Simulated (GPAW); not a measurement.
# free-standing square Ir monolayer, spacing 2.74 A: parallel, opposed and spinless runs

Aim: find out whether free-standing square Ir monolayer, spacing 2.74 A carries moments, and which collinear order costs least.

Program: GPAW 26.7.0. Level of theory: LDA; plane waves with GPAW's PAW setups, scalar-relativistic. Values are calculated unless marked as measured.

This is a report of a sequence of runs, with the program logs left out and the cost of each run kept.

### Step 1. The system as given

The cell holds 1 atom: 1 Ir. Cell: a = 2.740 Å, b = 2.740 Å, c = 14.000 Å, α = 90.0°, β = 90.0°, γ = 90.0°. model lattice. Vacuum lies along c.

### Step 2. Order 1, typed as ferro +

The parallel start comes first: it fits the smallest cell, keeps the most symmetry and shows whether parallel moments form.

order1.py reads:

```python
import json
import numpy as np
from ase import Atoms
from ase.parallel import paropen, parprint
from gpaw import GPAW

atoms = Atoms(['Ir'],
    cell=[[2.74, 0.0, 0.0],
         [0.0, 2.74, 0.0],
         [0.0, 0.0, 14.0]],
    scaled_positions=[[0.0, 0.0, 0.5]],
    pbc=True,
    magmoms=[1.0])
atoms.calc = GPAW(mode={'name': 'pw', 'ecut': 550},
    xc='LDA',
    kpts={'size': (10, 10, 1), 'gamma': True},
    occupations={'name': 'fermi-dirac', 'width': 0.05},
    convergence={'density': 1e-06, 'energy': 1e-05},
    maxiter=200,
    symmetry={'tolerance': 1e-4},
    txt='order1.txt')
e = atoms.get_potential_energy(force_consistent=True)
res = {'free_energy': e, 'energy_sigma0': atoms.get_potential_energy(), 'fermi_energy': atoms.calc.get_fermi_level()}
res['moments'] = atoms.get_magnetic_moments().tolist()
res['total'] = atoms.get_magnetic_moment()
parprint('site moments (muB):', np.round(res['moments'], 3))
parprint(f"total moment: {res['total']:.3f} muB")
parprint(f'free energy: {e:.6f} eV')
atoms.calc.write('order1.gpw')
with paropen('results.json', 'w') as f:
    json.dump(res, f)
```

Command:

```sh
$ OMP_NUM_THREADS=1 mpirun -n 2 gpaw python order1.py > order1.log
```

The job ended after 16 s (2 MPI ranks of Arm Neoverse V1, shared host; peak memory 0.45 GiB).

Read from the output:

| Item | Value |
| --- | --- |
| final state | non-magnetic |

After 19 cycles the seed has died away: no moment is left.

### Step 3. Start 2: antiferro q=(1/2,1/2,0) +-

Another pattern of signs weighs the neighbour shells otherwise.

This order needs a doubled cell of 2 atoms. Its mesh is chosen so that both cells sample the same points.

order2.py reads:

```python
import json
import numpy as np
from ase import Atoms
from ase.parallel import paropen, parprint
from gpaw import GPAW

atoms = Atoms(['Ir', 'Ir'],
    cell=[[5.48, 0.0, 0.0],
         [2.74, 2.74, 0.0],
         [0.0, 0.0, 14.0]],
    scaled_positions=[[0.0, 0.0, 0.5],
         [0.5, 0.0, 0.5]],
    pbc=True,
    magmoms=[1.0, -1.0])
atoms.calc = GPAW(mode={'name': 'pw', 'ecut': 550},
    xc='LDA',
    kpts={'size': (5, 10, 1), 'gamma': True},
    occupations={'name': 'fermi-dirac', 'width': 0.05},
    convergence={'density': 1e-06, 'energy': 1e-05},
    maxiter=200,
    symmetry={'tolerance': 1e-4},
    txt='order2.txt')
e = atoms.get_potential_energy(force_consistent=True)
res = {'free_energy': e, 'energy_sigma0': atoms.get_potential_energy(), 'fermi_energy': atoms.calc.get_fermi_level()}
res['moments'] = atoms.get_magnetic_moments().tolist()
res['total'] = atoms.get_magnetic_moment()
parprint('site moments (muB):', np.round(res['moments'], 3))
parprint(f"total moment: {res['total']:.3f} muB")
parprint(f'free energy: {e:.6f} eV')
atoms.calc.write('order2.gpw')
with paropen('results.json', 'w') as f:
    json.dump(res, f)
```

Command:

```sh
$ OMP_NUM_THREADS=1 mpirun -n 2 gpaw python order2.py > order2.log
```

Run time: 70 s. Hardware: 2 MPI ranks; peak memory 0.74 GiB; 2.3 min of CPU time.

This step gave:

* final state: non-magnetic

It ends in the same state without moments as the first start; the 1.5e-4 meV between them is numerical noise.

### Step 4. Start 3: no spin polarisation

A run without seeds gives the zero against which the gain from the moments is read.

nospin.py reads:

```python
import json
import numpy as np
from ase import Atoms
from ase.parallel import paropen, parprint
from gpaw import GPAW

atoms = Atoms(['Ir'],
    cell=[[2.74, 0.0, 0.0],
         [0.0, 2.74, 0.0],
         [0.0, 0.0, 14.0]],
    scaled_positions=[[0.0, 0.0, 0.5]],
    pbc=True)
atoms.calc = GPAW(mode={'name': 'pw', 'ecut': 550},
    xc='LDA',
    kpts={'size': (10, 10, 1), 'gamma': True},
    occupations={'name': 'fermi-dirac', 'width': 0.05},
    convergence={'density': 1e-06, 'energy': 1e-05},
    maxiter=200,
    symmetry={'tolerance': 1e-4},
    txt='nospin.txt')
e = atoms.get_potential_energy(force_consistent=True)
res = {'free_energy': e, 'energy_sigma0': atoms.get_potential_energy(), 'fermi_energy': atoms.calc.get_fermi_level()}
parprint(f'free energy: {e:.6f} eV')
atoms.calc.write('nospin.gpw')
with paropen('results.json', 'w') as f:
    json.dump(res, f)
```

Command:

```sh
$ OMP_NUM_THREADS=1 mpirun -n 2 gpaw python nospin.py > nospin.log
```

The job ended after 6.7 s (2 MPI ranks; peak memory 0.4 GiB).

Numbers from this step:

| Item | Value |
| --- | --- |
| final state | non-magnetic (no spin polarisation) |

It ends in the same state without moments as the first start; the 6.1e-7 meV between them is numerical noise.

### Step 5. The states side by side

Energies are divided by the number of seeded atoms, so that cells of unlike size compare. Wavevectors q in the names are fractions of the reciprocal vectors of the first run's cell.

Orders:

```tsv
start	final state	typed order kept	energy over the lowest (meV a seeded atom)	largest site moment (μB)	net moment (μB a primitive cell)	mesh matched	CPU time (s)
ferro +	non-magnetic	no	0	0	0	yes	31.61
antiferro q=(1/2,1/2,0) +-	non-magnetic	no	1.54e-4	0	0	yes	139.9
no spin polarisation	non-magnetic	-	0	0	0	yes	13.23
```

### Step 6. Results

```yaml
lowest_state_found: non-magnetic (typed ferro +)
largest_site_moment: 0 μB
```

The lowest state carries no moment above 0.15 μB, and no start kept one. Only 3 starts were tried; other collinear patterns, canted and longer-period orders were not.

[Long decimals in the printed logs are rounded to 6 places.]

[Logs and program files are shortened in this print: banners, set-up blocks, solver, clock and traceback lines can be left out without a mark of their own.]

[Logs are printed without paths, hosts, clocks, repeated set-up lines and the standing remarks that a program may print on its own settings, such as how far it seeks lower states.]

[Hosts, paths, dates, database ids (printed as entryN), source tags and the programs' standing remarks are cut or masked in the printed files.]

[Where the starting crystal was built by hand or by swapping elements, it need not be the compound's stable phase.]

[Where a cell is said to come from a database of computed structures, the database is the Materials Project.]

[Runs that the program refused, that were killed for memory or that had too few empty states are not shown or counted.]

[Lattice constants of own cells that a recipe calls measured were typed without a cited source.]
